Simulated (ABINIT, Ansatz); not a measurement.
Entries from a set of simulations; values are calculated unless marked as measured.

## How the form of the self-energy moves the gap of NaAsF6 (R-3)

It takes space group R-3 (No. 148, trigonal). The conventional cell has a = 5.097 Å, b = 5.097 Å, c = 14.122 Å, α = 90.00°, β = 90.00°, γ = 120.00°. Nearest to Na lie 6 F at 2.28 Å. Nearest to As lie 6 F at 1.74 Å. F has 1 As at 1.74 Å and 1 Na at 2.28 Å nearest. Farther neighbours, and contacts between anions beyond the nearest, are not listed.

| Property | Result |
| --- | --- |
| method | RPA screening on PBEsol, plane waves, norm-conserving pseudopotentials (and 3 further levels or steps) |
| program | ABINIT 10.8.3 |
| settings | cutoff 44 Ha, PseudoDojo scalar-relativistic 0.4 stringent, norm-conserving, ngkpt (2, 2, 2), nband 107, ecuteps 4.2 Ha, gwcalctyp 2, nfreqre 16, nfreqim 8, inclvkb 2, freqremax 40 eV, spmeth 1, nomegasf 120, shiftk (0, 0, 0), symchi 1, awtr 1, frequency cd, 2×2×2 k-mesh |
| cost | 8 runs, 3.9 min in all on 4 MPI ranks of Arm Neoverse V1, shared host |
| notes | The program’s warnings: Min real frequency set to default [Ha] =. The cell and positions are those that the Materials Project relaxed with its own functionals (PBE, PBE+U or r2SCAN), kept fixed. Limits: no spin-orbit coupling. The 2×2×2 mesh is coarse for this cell, which bears on the long-range parts of exchange and screening. |
| G0W0, Godby-Needs plasmon pole | 10.648 eV |
| G0W0, Engel-Farid plasmon pole | 10.734 eV |
| G0W0, von der Linden-Horsch plasmon pole | 11.031 eV |
| one-shot Hartree-Fock | 18.164 eV |
| G0W0, contour deformation | 10.572 eV |
| known limits | short of the basis limit; no spin-orbit coupling; coarse k mesh |

G0W0, Engel-Farid plasmon pole: +0.086 eV against G0W0, Godby-Needs plasmon pole. G0W0, von der Linden-Horsch plasmon pole: +0.383 eV against G0W0, Godby-Needs plasmon pole.

[Paths, hosts, dates, memory and timing lines, banners, echoed tables and standing remarks are left out of the program output; an Ansatz launch command may be rebuilt from the run's recorded settings. Measured values are a selection of at most five: reports struck by readers or far from the other reports are left out. None is set beside runs whose start may be inverted or whose files or cutoffs have a known fault.]

[Runs of the session that timed out or met a known fault of the program may be left out.]

[Hosts, paths, dates, database ids (printed as entryN), source tags and the programs' standing remarks are cut or masked in the printed files.]

[G0W0 gaps are taken among the corrected bands and points alone; a level outside them can change the order at an edge.]

[Where Ansatz stands beside ABINIT at settings called matched, ABINIT's density can come from a denser mesh and the files from another edition; pairs whose starting gaps differed by over 0.03 eV were left out, so agreement reads better than it is.]
